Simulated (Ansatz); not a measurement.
**BaPbO3 (Pm-3m): Grüneisen parameters**

Aim: how the phonons of BaPbO3 (Pm-3m) shift with volume, and the thermal expansion that follows.

Program: Ansatz 0.2.0. Level of theory: DFT PBEsol, scalar-relativistic, plane waves, PAW; PAW set soft_1. Results are calculated unless marked as measured.

### 1. Starting point

It takes space group Pm-3m (No. 221, cubic). The conventional cell has a = 4.281 Å, b = 4.281 Å, c = 4.281 Å, α = 90.00°, β = 90.00°, γ = 90.00°. Nearest to Ba lie 12 O at 3.03 Å. Nearest to Pb lie 6 O at 2.14 Å. O has 2 Pb at 2.14 Å and 4 Ba at 3.03 Å nearest. Farther neighbours and most contacts between anions are not listed.

### 2. Response at finite wavevector

The cell comes from relaxations at this level that are not shown. Stability and thermal properties need the whole zone. Linear response on a 4×4×4 q mesh gives force constants as far as a supercell of that size would.

File input.yaml:

```yaml
crystal:
  lattice:
    - [4.2810684894, 0.0, 0.0]
    - [0.0, 4.2810684894, 0.0]
    - [0.0, 0.0, 4.2810684894]
  atoms:
    - { symbol: Ba, position: [0.5, 0.5, 0.5] }
    - { symbol: Pb, position: [0.0, 0.0, 0.0] }
    - { symbol: O, position: [0.0, 0.5, 0.0] }
    - { symbol: O, position: [0.0, 0.0, 0.5] }
    - { symbol: O, position: [0.5, 0.0, 0.0] }
kpoints:
  mp_grid: { grid: [8, 8, 8] }
hamiltonian:
  xc: pbesol
  pseudopotentials: { kind: paw, azcp: { folder: soft_1 }, xc_functional: pbe }
scf:
  occupations: { method: methfessel_paxton, width: 0.2 }
output:
  eigenvalues: true
phonons:
  method: dfpt
  qmesh: [4, 4, 4]
  temperatures: { t_max: 1000, t_step: 50 }
  qpath:
    path:
      - [[0.0, 0.0, 0.0], [0.0, 0.5, 0.0], [0.5, 0.5, 0.0], [0.0, 0.0, 0.0], [0.5, 0.5, 0.5], [0.0, 0.5, 0.0]]
      - [[0.5, 0.5, 0.5], [0.5, 0.5, 0.0]]
    npoints: 10
```

On the command line:

```sh
> ansatz run input.yaml --threads 4 --pin off --max-ram 10240MiB --backend cpu --events-out ev --progress --plain --runs-dir out
```

Numbers of over 12 decimals in the logs are rounded to 6 here.

Output:

```text
Engine: ansatz 0.2.0, aarch64-unknown-linux-gnu
Pseudopotentials: kind: paw
Pseudopotential: Ba, paw, valence charge 10, recommended cutoff 420 eV (normal), soft_1/Ba.paw.azcp
Pseudopotential: Pb, paw, valence charge 14, recommended cutoff 420 eV (normal), soft_1/Pb.paw.azcp
Pseudopotential: O, paw, valence charge 6, recommended cutoff 420 eV (normal), soft_1/O.paw.azcp
Functional definition: PBEsol
  exchange = pbesol_x
  correlation = pbesol_c
Crystal: 5 atoms, lattice volume = 78.461 Å³
Basis set: ecut = 420 eV, 1551 PW (Γ), exchange–correlation on 60×60×60 points (8 copies of the dense FFT grid, shifted against one another)
Bands: 26, of which v1, the nominal top of the filled ones, is band 21 counted from 1 (20 counted from 0)
Symmetry: 48 space group operations
k-points: 35 of 512
Non-local potential: Ba, projectors of the file, l = 0: 3, l = 1: 2, l = 2: 2, l = 3: 2
Non-local potential: Pb, projectors of the file, l = 0: 2, l = 1: 2, l = 2: 2, l = 3: 1
Non-local potential: O, projectors of the file, l = 0: 2, l = 1: 2, l = 2: 1
PAW form: soft (Blöchl's): semilocal exchange-correlation on the pseudo side does not see the compensation charge
PAW frozen core: Ba, regenerated for the run's functional, and the local potential with it (the file was generated under x = pbe(κ = 0.804, μ = 0.219515), c = pbe(β = 0.066725))
PAW frozen core: Pb, regenerated for the run's functional, and the local potential with it (the file was generated under x = pbe(κ = 0.804, μ = 0.219515), c = pbe(β = 0.066725))
PAW frozen core: O, regenerated for the run's functional, and the local potential with it (the file was generated under x = pbe(κ = 0.804, μ = 0.219515), c = pbe(β = 0.066725))
PAW one-centre angular grid: Ba, 194 points (default); XC on 64 Gauss nodes
PAW one-centre angular grid: Pb, 590 points (default); XC on 64 Gauss nodes
PAW one-centre angular grid: O, 110 points (default); XC on 64 Gauss nodes
Initial density: superposition of atomic densities (chi_scale 0.1, normalization cell, long waves kept (reshape's long-wave potential 0.00 eV rms))
Initial wavefunctions: pseudopotential atomic-orbital guess
Functional: x = pbesol(κ = 0.804, μ = 0.123457), c = pbesol(β = 0.046)
SCF iter   1: F=—  HF=-19304.939741 eV  |F-HF|=—  |Δ(HF+E_count)|=         —  Δρ=5.67e-2  dr2=3.60e0  ethr=3.10e-3  ⟨swp⟩=11.0  Hψ=6009  notcnv=0
preconditioner: auto → Resta (q_TF=auto, 2.458 Å⁻¹)  ε∞=4.8  [insulator: Δε(μ)=0.307 eV  Ē_g=13.648 eV  σ=0.200 eV  W_gap=0.63  n_scr=18 (ndim 8)  ℏωp=26.5 eV  f_vac=0.000  D(μ)=0.30/eV (n_scr^D=0)  ε∞_Penn≈4.8]
SCF iter   2: F=—  HF=-19304.046806 eV  |F-HF|=—  |Δ(HF+E_count)|=   8.93e-1  S|Δr|=    0.00e0  Δρ=3.21e-2  dr2=1.32e0  ethr=3.10e-3  ⟨swp⟩=3.9  Hψ=1927  notcnv=0  defer=31
SCF iter   3: F=—  HF=-19303.526638 eV  |F-HF|=—  |Δ(HF+E_count)|=   5.20e-1  S|Δr|=    0.00e0  Δρ=8.21e-3  dr2=7.98e-2  ethr=3.10e-3  ⟨swp⟩=4.2  Hψ=1737  notcnv=0  defer=31
SCF iter   4: F=—  HF=-19303.498164 eV  |F-HF|=—  |Δ(HF+E_count)|=   2.85e-2  S|Δr|=    0.00e0  Δρ=1.89e-3  dr2=2.73e-3  ethr=1.90e-4  ⟨swp⟩=3.4  Hψ=2055  notcnv=0  defer=31
SCF iter   5: F=—  HF=-19303.498124 eV  |F-HF|=—  |Δ(HF+E_count)|=   3.98e-5  S|Δr|=    0.00e0  Δρ=3.56e-4  dr2=1.19e-4  ethr=6.50e-6  ⟨swp⟩=2.6  Hψ=1578  notcnv=0  defer=31
SCF iter   6: F=—  HF=-19303.498117 eV  |F-HF|=—  |Δ(HF+E_count)|=   7.67e-6  S|Δr|=    0.00e0  Δρ=7.67e-5  dr2=3.44e-6  ethr=2.84e-7  ⟨swp⟩=2.5  Hψ=1722  notcnv=0  defer=31
SCF iter   7: F=—  HF=-19303.498119 eV  |F-HF|=—  |Δ(HF+E_count)|=   2.85e-6  S|Δr|=    0.00e0  Δρ=1.91e-5  dr2=2.85e-7  ethr=8.19e-9  ⟨swp⟩=2.1  Hψ=1515  notcnv=0  defer=31
SCF iter   8: F=—  HF=-19303.498120 eV  |F-HF|=—  |Δ(HF+E_count)|=   2.91e-7  S|Δr|=    0.00e0  Δρ=4.57e-6  dr2=1.93e-8  ethr=6.80e-10  ⟨swp⟩=2.1  Hψ=1412  notcnv=0  defer=31
SCF iter   9: F=—  HF=-19303.498120 eV  |F-HF|=—  |Δ(HF+E_count)|=   2.57e-8  S|Δr|=    0.00e0  Δρ=1.25e-6  dr2=1.34e-9  ethr=4.59e-11  ⟨swp⟩=2.6  Hψ=1764  notcnv=0  defer=31
SCF iter  10: F=—  HF=-19303.498120 eV  |F-HF|=—  |Δ(HF+E_count)|=  1.60e-10  S|Δr|=    0.00e0  Δρ=4.13e-7  dr2=8.02e-11  ethr=3.20e-12  ⟨swp⟩=2.2  Hψ=1576  notcnv=0  defer=31
SCF iter  11: F=-19303.498120 eV  HF=-19303.498120 eV  |F-HF|=3.64e-12  |Δ(HF+E_count)|=  7.28e-12  S|Δr|=    0.00e0  Δρ=7.23e-8  dr2=2.64e-12  ethr=1.00e-12  ⟨swp⟩=18.6  Hψ=7142  notcnv=0
SCF 1 converged in 11 iterations: F = -19303.498120 eV  dr2 = 2.64e-12
  greatest PAW one-centre occupation: 0.986 electrons in one spin orbital (limit 2), on the Pb atom at site 1 (counted from 0), in its partial waves of l = 2
Initial density: read from a saved state, or passed on in memory by an earlier SCF of this step, an earlier step, the calling program or the single point that the run made first
iter 1 solved again at ethr=5.90e-7 eV; its pass at ethr=3.10e-3 eV (dr2=2.48e-4 eV) is discarded
SCF iter   1: F=—  HF=-19303.498120 eV  |F-HF|=—  |Δ(HF+E_count)|=         —  Δρ=2.06e-6  dr2=1.59e-9  ethr=5.90e-7  ⟨swp⟩=3.5  Hψ=7895  notcnv=0
eigensolver tolerance schedule: the retry pair's looser diagonalisation over-reported the residual by 155844.68 of it (diagonalisation noise at an unbounded share of the residual, at the tolerance the schedule requests for it); recorded, not acted on — ethr = c·dr2/N_el stays at c = 1.0e-1
preconditioner: auto → Kerker (q_TF=auto, 2.458 Å⁻¹)  [metal: Δε(μ)=0.001 eV  Ē_g=15.630 eV  σ=0.200 eV  W_gap=0.01  n_scr=18 (ndim 8)  ℏωp=27.2 eV  f_vac=0.000  D(μ)=1.01/eV (n_scr^D=6)]
SCF iter   2: F=—  HF=-19303.498120 eV  |F-HF|=—  |Δ(HF+E_count)|=   4.65e-7  S|Δr|=    0.00e0  Δρ=1.01e-6  dr2=2.51e-10  ethr=3.79e-12  ⟨swp⟩=5.2  Hψ=2956  notcnv=0
SCF iter   3: F=—  HF=-19303.498120 eV  |F-HF|=—  |Δ(HF+E_count)|=  6.18e-11  S|Δr|=    0.00e0  Δρ=6.69e-7  dr2=1.24e-10  ethr=1.00e-12  ⟨swp⟩=1.2  Hψ=920  notcnv=0
SCF iter   4: F=—  HF=-19303.498120 eV  |F-HF|=—  |Δ(HF+E_count)|=  2.55e-11  S|Δr|=    0.00e0  Δρ=3.34e-7  dr2=4.09e-11  ethr=1.00e-12  ⟨swp⟩=1.3  Hψ=919  notcnv=0
SCF iter   5: F=—  HF=-19303.498120 eV  |F-HF|=—  |Δ(HF+E_count)|=  7.28e-12  S|Δr|=    0.00e0  Δρ=2.64e-7  dr2=2.62e-11  ethr=1.00e-12  ⟨swp⟩=1.3  Hψ=938  notcnv=0
SCF iter   6: F=—  HF=-19303.498120 eV  |F-HF|=—  |Δ(HF+E_count)|=    0.00e0  S|Δr|=    0.00e0  Δρ=1.93e-7  dr2=1.41e-11  ethr=1.00e-12  ⟨swp⟩=1.2  Hψ=932  notcnv=0
SCF iter   7: F=-19303.498120 eV  HF=-19303.498120 eV  |F-HF|=3.64e-12  |Δ(HF+E_count)|=  7.28e-12  S|Δr|=    0.00e0  Δρ=1.08e-7  dr2=4.47e-12  ethr=1.00e-12  ⟨swp⟩=5.6  Hψ=3002  notcnv=0
SCF 2 converged in 7 iterations: F = -19303.498120 eV  dr2 = 4.47e-12
phonons: the bands overlap, so this run is a metal and interpolates without the dipole-dipole term. If the crystal is really an insulator or semiconductor, its LO-TO splitting is missing
NSCF: frozen V_eff on 35 k-points
WARN: eigensolver did not converge in 5 slots of this pass, the one above among them; of largest residual over every band (k=13): 1 band(s) unlocked (lowest unlocked band 25, counted from 0; max residual 3.88e-5 eV among the unlocked bands, 3.88e-5 eV over every band); of lowest unlocked band (k=13): band 25
NSCF: frozen V_eff on 125 k-points
DFPT response loops at q = (0, 0, 0) (fractional): preconditioner auto → Kerker (q_TF=auto, 2.458 Å⁻¹) (partly filled bands, converged f_vac=0.000); β = 1.00, the filter's whole step (`scf.mixing.beta` (0.50) is not read by the response loops under this deck's `scf.mixing.preconditioner`; to damp them name `kerker` or `kerker_dos`, under which they read `scf.mixing.beta`, and type it under 1.00, their step now; both keys bind the ground state too); Broyden in place of MSR1
NSCF: frozen V_eff on 400 k-points
DFPT response loops at q = (0, 0, 0.25) (fractional): mixed as the last ones told, above
NSCF: frozen V_eff on 250 k-points
DFPT response loops at q = (0, 0, -0.5) (fractional): mixed as the last ones told, above
NSCF: frozen V_eff on 640 k-points
DFPT response loops at q = (0, 0.25, 0.25) (fractional): mixed as the last ones told, above
NSCF: frozen V_eff on 400 k-points
DFPT response loops at q = (0, 0.25, -0.5) (fractional): mixed as the last ones told, above
NSCF: frozen V_eff on 250 k-points
DFPT response loops at q = (0, -0.5, -0.5) (fractional): mixed as the last ones told, above
NSCF: frozen V_eff on 1024 k-points
DFPT response loops at q = (0.25, 0.25, 0.25) (fractional): mixed as the last ones told, above
NSCF: frozen V_eff on 640 k-points
DFPT response loops at q = (0.25, 0.25, -0.5) (fractional): mixed as the last ones told, above
NSCF: frozen V_eff on 400 k-points
DFPT response loops at q = (0.25, -0.5, -0.5) (fractional): mixed as the last ones told, above
NSCF: frozen V_eff on 250 k-points
DFPT response loops at q = (-0.5, -0.5, -0.5) (fractional): mixed as the last ones told, above
SCF converged after 11 iterations
Stability not checked: this state was not tested for a lower state beside it, because cold or Methfessel-Paxton smearing, or corrected tetrahedra, fill the levels in a way that the test cannot read (fill_not_monotonic; see scf.lower_state_search)
Free energy (F): -19303.498120 eV
Harris-Foulkes:  -19303.498120 eV  (|F-HF|=3.64e-12)
Internal energy: -19303.509129 eV  (E = F + TS)
E sigma→0 (E₀):  -19303.500872 eV
Entropy (-TS):   0.011009 eV (2.202 meV/atom)
Fermi energy:    9.133921 eV
--- Per-component energies (eV) ---
  E_band       = -15.329036
  E_kinetic    = 958.979891
  E_local      = -2322.977761  (includes V_loc(G=0)·N_el)
  E_nonlocal   = 567.517733
  E_hartree    = 888.829646
  E_xc         = -608.539443
  E_vxc        = -533.905020  (∫ρ·V_xc dr)
  E_paw        = -15836.631062  (= ΣΔE_a)
  E_vpaw       = -462.605330  (= ΣTr[D̂ρ^β])
  E_aug_tail   = 0.002234  (compensation charges beyond the density's cutoff)
  E_ewald      = -2951.009838
  E_core_change = 0.319471  (= ΣΔE_core)
  E_smearing   = 0.011009  (= −TS)
  E_closure    = -0.000000  (closes the sum)
  Σ components = -19303.498120   (vs F -19303.498120, Δ=0.00e0)
--- Band table (eV; the first three rows and the last of 35) ---
  k-point 0: bands = [... 17 lower, 8.1490, 8.1490, 8.5166, 8.5166, 8.5166, 13.8033, 13.8033, 15.5002, ... 1 higher]
  k-point 1: bands = [... 17 lower, 8.1201, 8.1201, 8.4847, 8.4847, 8.9870, 14.0241, 14.0325, 15.7890, ... 1 higher]
  k-point 2: bands = [... 17 lower, 8.0625, 8.0625, 8.4093, 8.4093, 10.3010, 14.5671, 14.6166, 16.2365, ... 1 higher]
  k-point 34: bands = [... 17 lower, 9.0650, 9.0650, 9.1350, 9.1350, 13.9133, 13.9133, 13.9133, 15.8997, ... 1 higher]
--- Phonons (Γ-DFPT): 4 representative perturbations + reference (Σ response iterations 13) ---
  ASR residual: 4.749e-5 → 0.000e0 eV/Å²; symmetrization residual: 1.159e-6 eV/Å²
  ASR residual per site (eV/Å²): 2.54e-6 4.59e-6 4.75e-5 4.75e-5 4.75e-5
  Γ frequencies (cm⁻¹): 0.00 0.00 0.00 44.03 44.03 44.03 83.25 83.25 83.25 130.93 130.93 130.93 564.33 564.33 564.33
--- Phonons (arbitrary-q DFPT): 10 irreducible q on the 4×4×4 mesh ---
  q = [0.0000, 0.0000, 0.0000] (star 1, of the zone-centre solve; hermiticity 1.32e-7, symmetrization 2.97e-12): -0.00 0.00 0.00 44.03 44.03 44.03 83.25 83.25 83.25 130.93 130.93 130.93 564.33 564.33 564.33
  q = [0.0000, 0.0000, 0.2500] (star 6, 9 solved perturbations in 1560 linear systems a pass and spin channel, the states on 200 of 512 k-point pairs; hermiticity 2.93e-7, symmetrization 7.18e-13): 40.24 40.24 59.88 59.88 78.71 102.07 102.07 110.73 125.24 130.52 130.52 222.60 568.14 568.14 578.99
  q = [0.0000, 0.0000, -0.5000] (star 3, 9 solved perturbations in 975 linear systems a pass and spin channel, the states on 125 of 512 k-point pairs; hermiticity 6.49e-8, symmetrization 6.74e-13): 52.50 52.50 72.47 72.47 99.59 120.57 120.57 131.22 131.22 135.00 161.43 282.16 572.01 572.01 591.25
  q = [0.0000, 0.2500, 0.2500] (star 12, 9 solved perturbations in 2460 linear systems a pass and spin channel, the states on 320 of 512 k-point pairs; hermiticity 2.97e-7, symmetrization 2.16e-14): -80.03 35.87 51.64 76.11 77.70 97.10 116.52 124.20 132.11 162.94 168.76 264.70 501.38 572.09 626.66
  q = [0.0000, 0.2500, -0.5000] (star 12, 15 solved perturbations on 200 of 512 k-point pairs; hermiticity 1.87e-7, symmetrization 1.44e-14): -108.48 51.83 57.89 64.51 87.47 111.47 131.45 135.44 146.01 174.53 196.12 285.98 468.09 575.98 635.81
  q = [0.0000, -0.5000, -0.5000] (star 3, 9 solved perturbations in 975 linear systems a pass and spin channel, the states on 125 of 512 k-point pairs; hermiticity 1.32e-7, symmetrization 1.99e-13): -150.23 27.50 27.50 60.67 97.27 136.14 136.14 142.10 142.10 208.80 208.80 292.64 310.37 579.82 642.33
  q = [0.2500, 0.2500, 0.2500] (star 8, 4 solved perturbations in 1376 linear systems a pass and spin channel, the states on 512 of 512 k-point pairs; hermiticity 1.77e-7, symmetrization 3.12e-13): -99.26 -62.26 -62.26 56.66 56.66 73.53 141.93 148.70 148.70 195.12 195.12 270.90 503.83 503.83 646.44
  q = [0.2500, 0.2500, -0.5000] (star 12, 9 solved perturbations in 2460 linear systems a pass and spin channel, the states on 320 of 512 k-point pairs; hermiticity 1.64e-7, symmetrization 1.65e-13): -125.05 -93.47 -68.70 61.26 63.54 66.84 147.61 149.67 183.02 206.11 215.13 274.94 451.50 506.94 652.68
  q = [0.2500, -0.5000, -0.5000] (star 6, 9 solved perturbations in 1560 linear systems a pass and spin channel, the states on 200 of 512 k-point pairs; hermiticity 1.06e-7, symmetrization 1.21e-13): -157.67 -113.92 -113.92 63.82 63.82 65.67 150.33 184.53 184.53 226.15 226.15 268.53 316.05 493.26 656.44
  q = [-0.5000, -0.5000, -0.5000] (star 1, 4 solved perturbations in 350 linear systems a pass and spin channel, the states on 125 of 512 k-point pairs; hermiticity 5.43e-8, symmetrization 1.53e-13): -163.44 -163.44 -163.44 65.58 65.58 65.58 189.91 189.91 189.91 240.92 240.92 240.92 319.76 319.76 658.28
  sum rule: each row above includes the acoustic sum rule's correction from the zone centre's row sums; it moved no ω² by more than (0.90 cm⁻¹)²
  mesh force constants: q→R imaginary residual 1.21e-18; ASR residual 4.749e-5 → 0.000e0 eV/Å²; symmetrization residual 1.421e-14 eV/Å²
  interpolated dispersion: 62 rows × 15 modes
  density of states and harmonic sums: on the 16×16×16 q-mesh, interpolated from the force constants of a 4×4×4 supercell (no non-analytic term)
  largest difference from the sums on the solved wave vectors: F 7.52e-2 eV, S 9.08e-5 and C_V 2.16e-5 eV/K
  zero-point energy: 0.185078 eV/cell   skipped modes (ω ≤ 0): 251, of them read as no rigid motion or as one in doubt: 248 (1.552e0 modes/cell left out, lowest -163.44 cm⁻¹)   left out of the sums: 1.03e-1 of the cell's modes: C_V's classical limit lies that fraction below 3 k_B per atom; for a crystal, a wire or a layer, F and S can be off by more, and a phonons.interpolated_qmesh denser along its periods is the remedy for the sampling
```

Run time: 11 min. Hardware: 4 threads of Arm Neoverse V2, shared host; peak memory 2.6 GiB; 44 min of CPU time.

This step gave:

```
volume per atom                                         : 15.69 Å³
gap on the k-mesh                                       : 0 eV
sum-rule residual before enforcement                    : 4.75e-5 eV/Å²
lowest frequency on the path                            : -163.4 cm⁻¹
point group                                             : m-3m
highest frequency on the path or at a solved wavevector : 659.7 cm⁻¹
highest optical mode at the zone centre (no LO-TO term) : 564.3 cm⁻¹
lowest optical zone-centre mode                         : 44.03 cm⁻¹
lowest mode on the q mesh (acoustic modes at Γ apart)   : -163.4 cm⁻¹
```

Frequencies (cm⁻¹) solved at each irreducible wavevector; negative means imaginary. Frequencies by wavevector, by row:

| q in reciprocal lattice units | star | mode 1 | mode 2 | mode 3 | mode 4 | mode 13 | mode 14 | mode 15 |
| --- | --- | --- | --- | --- | --- | --- | --- | --- |
| 0 0 0 | 1 | 0 | 0 | 0 | 44 | 564.3 | 564.3 | 564.3 |
| 0 0 0.25 | 6 | 40.2 | 40.2 | 59.9 | 59.9 | 568.1 | 568.1 | 579 |
| 0 0 -0.5 | 3 | 52.5 | 52.5 | 72.5 | 72.5 | 572 | 572 | 591.2 |
| 0 0.25 0.25 | 12 | -80 | 35.9 | 51.6 | 76.1 | 501.4 | 572.1 | 626.7 |
| 0 0.25 -0.5 | 12 | -108.5 | 51.8 | 57.9 | 64.5 | 468.1 | 576 | 635.8 |
| 0 -0.5 -0.5 | 3 | -150.2 | 27.5 | 27.5 | 60.7 | 310.4 | 579.8 | 642.3 |
| 0.25 0.25 0.25 | 8 | -99.3 | -62.3 | -62.3 | 56.7 | 503.8 | 503.8 | 646.4 |
| 0.25 0.25 -0.5 | 12 | -125 | -93.5 | -68.7 | 61.3 | 451.5 | 506.9 | 652.7 |
| 0.25 -0.5 -0.5 | 6 | -157.7 | -113.9 | -113.9 | 63.8 | 316.1 | 493.3 | 656.4 |
| -0.5 -0.5 -0.5 | 1 | -163.4 | -163.4 | -163.4 | 65.6 | 319.8 | 319.8 | 658.3 |

Symmetry leaves 10 wavevectors to solve. The lowest mode among them, the acoustic zeros apart, lies at q = (-0.5, -0.5, -0.5) and is imaginary, 163.4i cm⁻¹, so the energy falls along it.

### 3. Relaxing at another volume, volume ratio 0.97

The volume is scaled by 0.97 and held; symmetry leaves nothing to relax, so this is a single point. The modes can then be followed against volume.

input.yaml, the sections that differ from step 2:

```yaml
crystal:
  lattice:
    - [4.2378224166, 0.0, 0.0]
    - [0.0, 4.2378224166, 0.0]
    - [0.0, 0.0, 4.2378224166]
  atoms:
    - { symbol: Ba, position: [0.5, 0.5, 0.5] }
    - { symbol: Pb, position: [0.0, 0.0, 0.0] }
    - { symbol: O, position: [0.0, 0.5, 0.0] }
    - { symbol: O, position: [0.0, 0.0, 0.5] }
    - { symbol: O, position: [0.5, 0.0, 0.0] }
output:
  forces: true
  stress: true
  eigenvalues: true
# kpoints, hamiltonian, scf: as in step 2
# phonons: removed
```

Output:

```text
[...]
Crystal: 5 atoms, lattice volume = 76.108 Å³
Basis set: ecut = 420 eV, 1503 PW (Γ), exchange–correlation on 60×60×60 points (8 copies of the dense FFT grid, shifted against one another)
Bands: 26, of which v1, the nominal top of the filled ones, is band 21 counted from 1 (20 counted from 0)
Symmetry: 48 space group operations
[...]
k-points: 35 of 512
[...]
k-point 0: bands = [... 17 lower, 8.5149, 8.5149, 8.9278, 8.9278, 8.9278, 14.2518, 14.2518, 16.1398, ... 1 higher]
  k-point 1: bands = [... 17 lower, 8.4864, 8.4864, 8.8935, 8.8935, 9.5327, 14.4829, 14.4907, 16.4370, ... 1 higher]
  k-point 2: bands = [... 17 lower, 8.4293, 8.4293, 8.8150, 8.8150, 10.9411, 15.0510, 15.1052, 16.7607, ... 1 higher]
  k-point 34: bands = [... 17 lower, 9.4771, 9.4771, 9.6562, 9.6562, 14.4455, 14.4456, 14.4456, 16.7095, ... 1 higher]
[key lines of the parts left out:]
SCF converged after 8 iterations
Free energy (F): -19303.471692 eV
Fermi energy:    9.619075 eV
P = ⅓ Tr σ = 3.7425 GPa (37.425 kbar)
```

The job ended after 1.5 s (4 threads; peak memory 0.39 GiB; 5.2 s of CPU time).

Numbers from this step:

```yaml
pressure: 3.742 GPa
volume_per_atom: 15.22 Å³
```

The run ends at a pressure of 3.74 GPa.

[end of part 1 of 2]

[Logs are printed without paths, hosts, clocks, repeated set-up lines and the standing remarks that a program may print on its own settings, such as how far it seeks lower states.]

[Hosts, paths, dates, database ids (printed as entryN), source tags and the programs' standing remarks are cut or masked in the printed files.]
